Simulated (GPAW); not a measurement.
# Dielectric function and optical constants of Ru

Aim: the dielectric function of Ru, and the optical constants that follow from it.

Calculated with GPAW 26.7.0; DFT, PBE, plane-wave PAW (GPAW data sets), scalar-relativistic, RPA, optical limit.

### Step 1. Set-up

The structure is hexagonal, space group P6_3/mmc (No. 194). Conventional cell: a = 2.706 Å, b = 2.706 Å, c = 4.282 Å, α = 90.00°, β = 90.00°, γ = 120.00°. Nearest to Ru lie 12 Ru at 2.65 to 2.71 Å.

### Step 2. Ground state

First the ground state: is it a metal or has it a gap?

This step: DFT, PBE, plane-wave PAW (GPAW data sets), scalar-relativistic, ground state (GPAW 26.7.0).

Input file gs.py:

```python
from ase import Atoms
from ase.dft.bandgap import bandgap
from gpaw import GPAW, PW, FermiDirac

atoms = Atoms(['Ru', 'Ru'],
              cell=[[2.705800000000, 0.000000000000, 0.000000000000],
                    [-1.352900000000, 2.343291537600, 0.000000000000],
                    [0.000000000000, 0.000000000000, 4.281900000000]],
              scaled_positions=[[0.666666666700, 0.333333333300, 0.750000000000],
                                [0.333333333300, 0.666666666700, 0.250000000000]],
              pbc=[True, True, True])
atoms.calc = GPAW(mode=PW(500), xc='PBE', kpts={'size': (9, 9, 5), 'gamma': True},
                  occupations=FermiDirac(0.05), maxiter=150, txt='gs.txt')
print('energy (eV)', atoms.get_potential_energy())
print('Fermi level (eV)', atoms.calc.get_fermi_level())
print('valence electrons', atoms.calc.get_number_of_electrons())
print('gap (eV)', bandgap(atoms.calc, output=None)[0])
print('direct gap (eV)', bandgap(atoms.calc, direct=True, output=None)[0])
atoms.calc.write('gs.gpw')
```

Started as:

```sh
> OMP_NUM_THREADS=1 python gs.py
```

Numbers of over 12 decimals in the logs are rounded to 6 here.

Output:

```text
__  _  _
 | _ |_)|_||  |
 |__||  | ||/\| - 26.7.0

Versions:
  Python: 3.12.14
  ASE:    3.29.0
  Numpy:  2.5.5
  Scipy:  1.18.1
  Libxc:  7.0.0

Input parameters:
  mode=PW(ecut=500.0),
  kpts=MonkhorstPack(size=(9, 9, 5), gamma=True),
  maxiter=150,
  occupations=Occupations(name='fermi-dirac', width=0.05, fixmagmom=False),
  xc=XC(name='PBE')

Diagonalizing LCAO Hamiltonian
Converting LCAO to pw mode

          Ru

        Ru

Atoms  # Å, Bohr magnetons
|   | symbol |         x |        y |        z |    initial magnetic moments |
| 0 |     Ru |  1.352900 | 0.781097 | 3.211425 | ( 0.0000,  0.0000,  0.0000) |
| 1 |     Ru | -0.000000 | 1.562194 | 1.070475 | ( 0.0000,  0.0000,  0.0000) |

Unit cell  # Å
| periodic |         x |        y |        z |  lengths |     angles |
|      yes |  2.705800 | 0.000000 | 0.000000 | 2.705800 |  90.000000 |
|      yes | -1.352900 | 2.343292 | 0.000000 | 2.705800 |  90.000000 |
|      yes |  0.000000 | 0.000000 | 4.281900 | 4.281900 | 120.000000 |

Number of symmetries: 12
Symmetry operations  # r_c * U_cc + t_c -> r_c
|    | kind |            matrix            |
|  0 |  σ   |  1, 1, 0,  0,-1, 0,  0, 0, 1 |
|  1 |  S6  |  1, 1, 0, -1, 0, 0,  0, 0,-1 |
|  2 |  E   |  1, 0, 0,  0, 1, 0,  0, 0, 1 |
|  3 |  C2  |  1, 0, 0, -1,-1, 0,  0, 0,-1 |
|  4 |  C2  |  0, 1, 0,  1, 0, 0,  0, 0,-1 |
|  5 |  C3  |  0, 1, 0, -1,-1, 0,  0, 0, 1 |
|  6 |  S6  |  0,-1, 0,  1, 1, 0,  0, 0,-1 |
|  7 |  σ   |  0,-1, 0, -1, 0, 0,  0, 0, 1 |
|  8 |  σ   | -1, 0, 0,  1, 1, 0,  0, 0, 1 |
|  9 |  i   | -1, 0, 0,  0,-1, 0,  0, 0,-1 |
| 10 |  C3  | -1,-1, 0,  1, 0, 0,  0, 0, 1 |
| 11 |  C2  | -1,-1, 0,  0, 1, 0,  0, 0,-1 |

BZ-sampling:
  Number of BZ points: 405
  Number of IBZ points: 50

  Monkhorst-Pack size: [9, 9, 5]
  Monkhorst-Pack shift: [0, 0, 0]

K-points  # in reciprocal-cell coordinates
|     |                                coordinates |     weight |
|   0 | (  0.00000000,   0.00000000,   0.00000000) | 0.00246914 |
|   1 | (  0.00000000,   0.00000000,   0.20000000) | 0.00493827 |
|   2 | (  0.00000000,   0.00000000,   0.40000000) | 0.00493827 |
|   3 | (  0.11111111,   0.00000000,  -0.40000000) | 0.01481481 |
|   4 | (  0.11111111,   0.00000000,  -0.20000000) | 0.01481481 |
|   5 | (  0.11111111,   0.00000000,   0.00000000) | 0.01481481 |
|   6 | (  0.11111111,   0.00000000,   0.20000000) | 0.01481481 |
|   7 | (  0.11111111,   0.00000000,   0.40000000) | 0.01481481 |
|   8 | (  0.22222222,  -0.11111111,   0.00000000) | 0.01481481 |
|   9 | (  0.22222222,  -0.11111111,   0.20000000) | 0.02962963 |
| ... |                                            |            |
|  49 | (  0.44444444,   0.44444444,   0.40000000) | 0.02962963 |

Plane wave coefficients: 705
Cutoff: 500.0 eV

Spin-components: 1 (collinear spins)
Bands:           24
Projectors:      12
Spin-degeneracy: 2
Datatype:        complex128

Parallelization:
  kpt:    1
  domain: 1
  band:   1

Density:
  Valence electrons: 32.0
  Components: 1
  Grid points: [14 14 24]
  Charge: 0.0  # |e|

Potential:
  Grid points: [14 14 24]

species:
  Ru:
    name:    Ruthenium
    id:
    Z:       44.0
    valence: 16
    core:    28
    charge:  0.0  # [|e|]
    compensation charges:
      type: gauss
      rc: 0.39  # [Å]
      lmax: 2
    cutoffs:
      filter: 2.16  # [Å]
      core: 1.30  # [Å]
    projectors
    | kind |    occ | energy [eV] | rcut [Å] |
    |   4s |  2.000 |     -76.316 |    1.281 |
    |   5s |  1.000 |      -4.236 |    1.281 |
    |   4p |  6.000 |     -46.423 |    1.286 |
    |   5p |  0.000 |      -0.913 |    1.286 |
    |   4d |  7.000 |      -5.203 |    1.254 |
    |    d |        |      22.008 |    1.254 |

    Using partial waves for Ru as LCAO basis

Reference energy: -246490.249966  # eV

eigensolver:
  PPCG
  Converge bands: occupied
  niter=2

density mixing:
  MSR1-Mixer
  Pratt-step length: 0.05
  Maximum mixing coefficient: 0.75
  Old densities: 10
  SVD Regularization: 0.005
  Good broyden scale: 1.0
  Trust region scale: 1.0
  Backstep threshold: 4.0
  History deletion threshold: 6.0
  Fourier metric: weight=20.0, sigma=0.015

occupation numbers:
  Fermi-Dirac:
    width: 0.0500  # eV

poisson solver:
  ecut: 4000.0  # eV

xc functional:
  name: PBE with 2 nearest neighbor stencil

convergence criteria:
- Maximum [total energy] change in last 3 cyles: 0.0005 eV / valence electron
- Maximum integral of absolute [dens]ity change: 0.0001 electrons / valence electron
- Maximum integral of absolute [eigenst]ate change: 4e-08 eV^2 / valence electron
maximum number of iterations: 150

SCF iterations
|iter     |      energy | eigst |  dens |
|iter:   1||  -20.543573 | +0.21 |       |
|iter:   2||  -20.214556 | -2.18 | -1.08 |
|iter:   3||  -18.938103 | -1.24 | -1.12 |
|iter:   4||  -18.931894 | -3.37 | -2.10 |
|iter:   5||  -18.929598c| -3.83 | -2.33 |
|iter:   6||  -18.929626c| -5.74 | -3.50 |
|iter:   7||  -18.929632c| -6.75 | -3.95 |
|iter:   8||  -18.929632c| -7.73c| -4.49c|

Converged in 8 steps
SCF loop duration: 7.539 s (0.942 s/step)
Energy contributions relative to reference atoms: (reference = -246490.249966)

Energy contributions:
  Kinetic:          -4.756512
  Coulomb:          -2.587809
  Zero:             -0.355553
  External:          0.000000
  Xc:              -11.223182
  Entropy:          -0.013151
  Spinorbit:         0.000000
  ----------------------------
  Free energy:     -18.936207
  Extrapolated:    -18.929632

dipole moment: (0.000000, 0.000000, 0.000001)  # |e|*Ang

Fermi level: 13.530
Eigenvalues  # (at kpt = [0.000, 0.000, 0.000])
| band index |      eig [eV] | occ [0-2] |
|          0 |       -59.698 |     2.000 |
|        ... |               |           |
|          9 |         7.286 |     2.000 |
|         10 |        10.838 |     2.000 |
|         11 |        10.838 |     2.000 |
|         12 |        11.025 |     2.000 |
|         13 |        11.513 |     2.000 |
|         14 |        11.513 |     2.000 |
|         15 |        12.048 |     2.000 |
|         16 |        12.048 |     2.000 |
|         17 |        14.603 |     0.000 |
|         18 |        14.603 |     0.000 |
|         19 |        14.759 |     0.000 |
|         20 |        23.758 |     0.000 |
|         21 |        28.651 |     0.000 |
|         22 |        31.974 |     0.000 |
|         23 |        36.809 |     0.000 |

No gap
No difference between direct/indirect transitions

--- standard output ---
energy (eV) -18.929632
Fermi level (eV) 13.530283
valence electrons 32.0
gap (eV) 0.0
direct gap (eV) 0.0
```

Run time: 9.9 s. Hardware: 1 thread of Intel Xeon Platinum 8375C at 2.90GHz (Ice Lake), shared host; peak memory 0.15 GiB.

Read-outs, printed or worked out from the files:

- energy: -18.93 eV
- Fermi energy: 13.53 eV
- electrons: 32

There are states at the Fermi level within the smearing, so the occupations stay smeared and the carriers get a Drude term.

### Step 3. Bands for the response

At the fixed density, many empty bands are solved on the mesh of the response, since the spectrum sums over them.

This step: DFT, PBE, plane-wave PAW (GPAW data sets), scalar-relativistic, bands at fixed density (GPAW 26.7.0).

Input file nscf.py:

```python
from ase.dft.bandgap import bandgap
from gpaw import GPAW, FermiDirac

calc = GPAW('gs.gpw').fixed_density(kpts={'size': (21, 21, 12), 'gamma': True}, nbands=38, convergence={'bands': 32},
                                    occupations=FermiDirac(0.05), txt='nscf.txt')
print('gap (eV)', bandgap(calc, output=None)[0])
print('direct gap (eV)', bandgap(calc, direct=True, output=None)[0])
print('top band over the Fermi level (eV)', min(calc.get_eigenvalues(kpt=k)[31] for k in range(len(calc.get_ibz_k_points()))) - calc.get_fermi_level())
calc.write('full.gpw', mode='all')
```

Started as:

```sh
> OMP_NUM_THREADS=1 python nscf.py
```

Output:

```text
Diagonalizing LCAO Hamiltonian
Converting LCAO to pw mode
convergence criteria:
- Maximum integral of absolute [eigenst]ate change: 4e-08 eV^2 / valence electron
maximum number of iterations: 150

SCF iterations
|iter     |      energy | eigst |  dens |
|iter:   1||             | +2.82 |       |
|iter:   2||             | +0.57 |       |
|iter:   3||             | -0.66 |       |
|iter:   4||             | -1.96 |       |
|iter:   5||             | -3.68 |       |
|iter:   6||             | -4.71 |       |
|iter:   7||             | -5.90 |       |
|iter:   8||             | -6.95 |       |
|iter:   9||             | -7.90c|       |
SCF steps: 9
  __  _  _
 | _ |_)|_||  |
 |__||  | ||/\| - 26.7.0

Versions:
  Python: 3.12.14
  ASE:    3.29.0
  Numpy:  2.5.5
  Scipy:  1.18.1
  Libxc:  7.0.0

Input parameters:
  mode=PW(ecut=500.0),
  convergence={'bands': 32},
  gpts=array([14, 14, 24]),
  kpts=MonkhorstPack(size=(21, 21, 12), gamma=True),
  maxiter=150,
  nbands=38,
  occupations=Occupations(name='fermi-dirac', width=0.05, fixmagmom=False),
  parallel={},
  xc=XC(name='PBE')

--- standard output ---
gap (eV) 0.0
direct gap (eV) 0.0
top band over the Fermi level (eV) 28.337148
```

Elapsed: 2 min, on 1 thread; peak memory 0.43 GiB.

### Step 4. Dielectric function, RPA

Local fields let the induced charge screen the field inside the cell, which as a rule lowers ε, most along directions where the density is uneven.

This step: DFT, PBE, plane-wave PAW (GPAW data sets), scalar-relativistic, RPA, optical limit (GPAW 26.7.0).

Input file df.py:

```python
from gpaw.response.df import DielectricFunction

df = DielectricFunction('full.gpw', frequencies={'type': 'nonlinear', 'domega0': 0.03, 'omega2': 8},
                        ecut=50,
                        eta=0.15,
                        nbands=32,
                        rate=0.05,
                        txt='df.txt')
for direction in ['x', 'z']:
    df.get_dielectric_function(xc='RPA', direction=direction, filename=f'df_{direction}.csv')
```

Started as:

```sh
> OMP_NUM_THREADS=1 python df.py
```

Output:

```text
Using integrator: PointIntegrator
NonLinearFrequencyDescriptor(from 0.000 to 106.549 eV, 546 points)
Nonperiodic BCs:  [False False False]
Using integrator: PointIntegrator
NonLinearFrequencyDescriptor(from 0.000 to 106.549 eV, 546 points)
Nonperiodic BCs:  [False False False]
Using integrator: PointIntegrator

Calculating chi0 body with:
    Ground state adapter containing:
    Number of spins: 1
    Number of kpoints: 5292
    Number of irreducible kpoints: 521
    Number of completely occupied states: 13
    Number of partially occupied states: 20

    Linear response parametrization:
    q_c: [0.0, 0.0, 0.0]
    Number of frequency points: 546
    Planewave cutoff: 50.0
    Number of bands: 32
    Number of planewaves: 23
    Broadening (eta): 0.15

Integrating chi0 body.

Symmetries of q_c:
    Direct symmetries (Uq -> q): 12
    Indirect symmetries (TUq -> q): 0
In total 12 allowed symmetries.

521 groups of equivalent kpoints. 90.154951% reduction.

Integral kind: spectral function

Calculating chi0 optical extensions with:
    Ground state adapter containing:
    Number of spins: 1
    Number of kpoints: 5292
    Number of irreducible kpoints: 521
    Number of completely occupied states: 13
    Number of partially occupied states: 20

    Linear response parametrization:
    Number of frequency points: 546
    Planewave cutoff: 50.0
    Number of bands: 32
    Number of planewaves: 23
    Broadening (eta): 0.15
Integrating chi0 head and wings.

Symmetries of q_c:
    Direct symmetries (Uq -> q): 12
    Indirect symmetries (TUq -> q): 0
In total 12 allowed symmetries.

521 groups of equivalent kpoints. 90.154951% reduction.

Integral kind: spectral function wings

Calculating drude chi0 with:
    Number of frequency points:546
    Plasma frequency decay rate: 0.05 eV

    Ground state adapter containing:
    Number of spins: 1
    Number of kpoints: 5292
    Number of irreducible kpoints: 521
    Number of completely occupied states: 13
    Number of partially occupied states: 20

Symmetries of q_c:
    Direct symmetries (Uq -> q): 12
    Indirect symmetries (TUq -> q): 0
In total 12 allowed symmetries.

521 groups of equivalent kpoints. 90.154951% reduction.

Integral kind: intraband
Plasma frequency:
[[7.11+0.j 0.  +0.j 0.  +0.j]
 [0.  +0.j 7.11+0.j 0.  +0.j]
 [0.  +0.j 0.  -0.j 8.66-0.j]]
```

Elapsed: 41 s, on 1 thread; peak memory 0.23 GiB.

Read-outs, printed or worked out from the files:

| Item | Value |
| --- | --- |
| main peak of the optical conductivity above 1 eV, first axis | 2.144 eV |

Some rows of df_x.csv (energy; Re and Im without local fields; Re and Im with them):

```text
0.000000, 20299.022357, 0.000000, 20298.920920, 0.000000
0.460735, -189.842558, 69.076843, -189.911461, 69.044837
0.943989, -17.062617, 21.173871, -17.121726, 21.168051
1.451455, 14.263128, 31.437332, 14.219539, 31.428595
1.984998, 10.605151, 49.738751, 10.639856, 49.747972
2.546682, -11.374421, 38.900527, -11.597130, 39.011997
3.138794, -16.755904, 29.907567, -17.011773, 29.665621
3.763875, -14.471945, 13.793078, -14.420949, 13.562204
4.424758, -9.769464, 9.434486, -9.617063, 9.339399
5.124608, -8.463036, 6.306977, -8.495604, 6.418474
5.866977, -6.385081, 4.430518, -6.453923, 4.502456
6.655862, -4.878650, 2.998596, -4.963540, 3.001052
7.495775, -3.571250, 1.926864, -3.623201, 1.916445
8.391833, -2.231956, 1.400836, -2.280434, 1.396773
9.349861, -1.088466, 1.132053, -1.134375, 1.129014
10.376517, -0.235168, 1.022131, -0.276259, 1.029619
11.479449, 0.390229, 1.370745, 0.338734, 1.403788
12.667487, 0.504170, 1.676015, 0.418639, 1.726440
13.950874, 0.869840, 1.613264, 0.724547, 1.643966
```

The Im ε by photon energy; read off at these points:

| photon energy (eV) | E ∥ x | E ∥ z |
| --- | --- | --- |
| 0.50 | 58.3 | 92.0 |
| 1.00 | 21.3 | 53.3 |
| 1.50 | 32.2 | 40.3 |
| 2.00 | 50.1 | 39.3 |
| 2.10 | 51.2 | 39.4 |
| 2.50 | 41.0 | 27.3 |
| 3.00 | 32.8 | 21.7 |
| 3.50 | 17.8 | 19.5 |
| 4.00 | 11.8 | 17.2 |
| 4.50 | 9.41 | 9.98 |
| 5.00 | 6.98 | 6.83 |
| 5.50 | 5.39 | 4.96 |
| 6.00 | 4.22 | 4.28 |
| 6.50 | 3.43 | 3.75 |
| 7.00 | 2.70 | 2.81 |
| 7.50 | 1.91 | 1.95 |
| 8.00 | 1.69 | 1.54 |
| 8.50 | 1.30 | 1.21 |
| 9.00 | 1.28 | 1.01 |
| 9.50 | 1.12 | 0.916 |
| 10.00 | 1.14 | 0.941 |
| 10.50 | 1.03 | 1.04 |
| 11.00 | 1.43 | 1.58 |
| 11.50 | 1.41 | 2.05 |
| 12.00 | 1.58 | 1.89 |
| 12.50 | 1.64 | 1.80 |
| 13.00 | 1.59 | 1.94 |
| 13.50 | 1.48 | 2.02 |

The Re ε by photon energy:

| photon energy (eV) | E ∥ x | E ∥ z |
| --- | --- | --- |
| 0.5 | -158 | -224 |
| 1.0 | -10.2 | -45.0 |
| 1.5 | 15.4 | -17.7 |
| 2.0 | 9.85 | -10.8 |
| 2.5 | -10.6 | -17.2 |
| 3.0 | -13.4 | -10.2 |
| 3.5 | -18.5 | -10.2 |
| 4.0 | -12.6 | -14.1 |
| 4.5 | -9.21 | -12.2 |
| 5.0 | -9.33 | -9.75 |
| 5.5 | -7.20 | -8.06 |
| 6.0 | -5.95 | -6.35 |
| 6.5 | -5.44 | -5.62 |
| 7.0 | -4.25 | -4.88 |
| 7.5 | -3.61 | -3.89 |
| 8.0 | -2.62 | -3.02 |
| 8.5 | -2.10 | -2.41 |
| 9.0 | -1.49 | -1.64 |
| 9.5 | -0.977 | -0.967 |
| 10.0 | -0.563 | -0.367 |
| 10.5 | -0.102 | 0.161 |
| 11.0 | 0.186 | 0.619 |
| 11.5 | 0.345 | 0.475 |
| 12.0 | 0.389 | 0.513 |
| 12.5 | 0.466 | 0.174 |
| 13.0 | 0.417 | 0.587 |
| 13.5 | 0.411 | 0.157 |

The loss function −Im 1/ε at q → 0 has structure finer than the step of the table below, so its rows give means over 0.5 eV, whole bins alone (the curve runs from 0.305 to 14.0 eV). Peaks (eV: height): E ∥ x 10.52: 0.967; E ∥ z 10.31: 1.02.

Table of loss function −Im 1/ε at q → 0 by energy loss; means over each step:

| energy loss (eV) | E ∥ x | E ∥ z |
| --- | --- | --- |
| 1.0 | 0.0301 | 0.0112 |
| 1.5 | 0.0254 | 0.0209 |
| 2.0 | 0.0197 | 0.0236 |
| 2.5 | 0.0236 | 0.0272 |
| 3.0 | 0.0264 | 0.0377 |
| 3.5 | 0.0281 | 0.0404 |
| 4.0 | 0.0395 | 0.0355 |
| 4.5 | 0.0522 | 0.0392 |
| 5.0 | 0.0534 | 0.0479 |
| 5.5 | 0.0661 | 0.0567 |
| 6.0 | 0.0792 | 0.0738 |
| 6.5 | 0.0860 | 0.0845 |
| 7.0 | 0.105 | 0.0893 |
| 7.5 | 0.118 | 0.103 |
| 8.0 | 0.170 | 0.135 |
| 8.5 | 0.223 | 0.173 |
| 9.0 | 0.335 | 0.274 |
| 9.5 | 0.504 | 0.505 |
| 10.0 | 0.717 | 0.895 |
| 10.5 | 0.900 | 0.914 |
| 11.0 | 0.720 | 0.580 |
| 11.5 | 0.668 | 0.489 |
| 12.0 | 0.597 | 0.496 |
| 12.5 | 0.567 | 0.524 |
| 13.0 | 0.582 | 0.465 |
| 13.5 | 0.609 | 0.479 |

Values under 1 per cm are given as 1. Table of absorption coefficient by photon energy:

| photon energy (eV) | E ∥ x (1/cm) | E ∥ z (1/cm) |
| --- | --- | --- |
| 0.492 | 6.5e5 | 7.8e5 |
| 1.010 | 4.1e5 | 7.7e5 |
| 1.486 | 4.8e5 | 8.4e5 |
| 1.985 | 9.0e5 | 1.0e6 |
| 2.508 | 1.3e6 | 1.3e6 |
| 3.018 | 1.5e6 | 1.3e6 |
| 3.510 | 1.7e6 | 1.4e6 |
| 3.980 | 1.6e6 | 1.7e6 |
| 4.516 | 1.5e6 | 1.7e6 |
| 4.981 | 1.6e6 | 1.7e6 |
| 5.515 | 1.6e6 | 1.6e6 |
| 6.021 | 1.6e6 | 1.6e6 |
| 6.494 | 1.6e6 | 1.6e6 |
| 6.985 | 1.5e6 | 1.6e6 |
| 7.496 | 1.5e6 | 1.5e6 |
| 8.026 | 1.4e6 | 1.4e6 |
| 8.516 | 1.3e6 | 1.4e6 |
| 9.023 | 1.2e6 | 1.2e6 |
| 9.483 | 1.1e6 | 1.0e6 |
| 10.026 | 9.7e5 | 8.4e5 |
| 10.519 | 7.9e5 | 7.1e5 |
| 11.029 | 9.0e5 | 8.4e5 |
| 11.479 | 8.6e5 | 1.0e6 |
| 12.023 | 9.6e5 | 1.0e6 |
| 12.504 | 1.0e6 | 1.1e6 |
| 13.000 | 1.0e6 | 1.1e6 |
| 13.512 | 1.0e6 | 1.3e6 |

Reflectivity at normal incidence against photon energy; read off at these points:

| photon energy (eV) | E ∥ x (%) | E ∥ z (%) |
| --- | --- | --- |
| 0.5 | 94.7 | 95.2 |
| 1.0 | 65.2 | 81.9 |
| 1.5 | 56.8 | 72.3 |
| 2.0 | 65.0 | 68.7 |
| 2.5 | 68.9 | 71.7 |
| 3.0 | 69.2 | 65.3 |
| 3.5 | 75.2 | 65.1 |
| 4.0 | 71.4 | 70.4 |
| 4.5 | 66.9 | 72.6 |
| 5.0 | 70.9 | 72.3 |
| 5.5 | 68.1 | 72.4 |
| 6.0 | 67.0 | 68.5 |
| 6.5 | 68.1 | 67.5 |
| 7.0 | 65.6 | 68.8 |
| 7.5 | 67.9 | 69.6 |
| 8.0 | 61.0 | 67.1 |
| 8.5 | 60.3 | 66.0 |
| 9.0 | 50.4 | 59.1 |
| 9.5 | 42.2 | 46.4 |
| 10.0 | 31.3 | 27.9 |
| 10.5 | 19.7 | 13.7 |
| 11.0 | 15.0 | 11.2 |
| 11.5 | 12.8 | 15.5 |
| 12.0 | 13.4 | 14.2 |
| 12.5 | 12.9 | 17.0 |
| 13.0 | 13.1 | 13.9 |
| 13.5 | 12.5 | 18.3 |

At chosen wavelengths:

| wavelength (nm) | n x | k x | R (%) x | 1/α x | n z | k z | R (%) z | 1/α z |
| --- | --- | --- | --- | --- | --- | --- | --- | --- |
| 1550 | 1.80 | 6.714 | 86.4 | 18 nm | 3.44 | 9.135 | 86.7 | 14 nm |
| 800 | 5.20 | 3.207 | 57.3 | 20 nm | 3.61 | 5.411 | 71.4 | 12 nm |
| 450 | 3.44 | 4.790 | 67.7 | 7.5 nm | 2.48 | 4.330 | 67.9 | 8.3 nm |
| 405 | 3.16 | 5.024 | 70.3 | 6.4 nm | 2.60 | 4.137 | 65.4 | 7.8 nm |
| 365 | 2.17 | 4.905 | 74.6 | 5.9 nm | 2.49 | 4.016 | 64.8 | 7.2 nm |
| 308 | 1.51 | 3.842 | 71.3 | 6.4 nm | 1.96 | 4.260 | 70.9 | 5.8 nm |
| 248 | 1.08 | 3.239 | 70.9 | 6.1 nm | 1.04 | 3.291 | 72.3 | 6.0 nm |

A polished face would reflect 69 % of daylight and look light grey (CIE x = 0.311, y = 0.332 under D65).

### Step 5. Results

- main peak of the optical conductivity above 1 eV, first axis: 2.14 eV

**Reading.** At this level (PBE, RPA) Ru is a metal; it reflects 68 % at 550 nm for E ∥ x. A polished face would reflect 69 % of daylight and look light grey (CIE x = 0.311, y = 0.332 under D65). The carriers' damping of 0.05 eV is typed, not computed; it shapes the response at the lowest energies. The sum runs over mesh points, so small or evenly spaced maxima can still be ripples of the mesh. In this version of GPAW the matrix elements of the optical limit are incomplete, which can lower ε − 1 by up to a tenth where first-row anions or d states rule, and shift it by more in d metals. GPAW's carrier term has the form −ωp²/(ω + i·rate)², which damps like twice the rate and fails at low energy, so the curves leave the lowest energies out.

[Machine, clock and banner lines and Python warnings are left out of the logs.]

[Logs are printed without paths, hosts, clocks, repeated set-up lines and the standing remarks that a program may print on its own settings, such as how far it seeks lower states.]

[Hosts, paths, dates, database ids (printed as entryN), source tags and the programs' standing remarks are cut or masked in the printed files.]
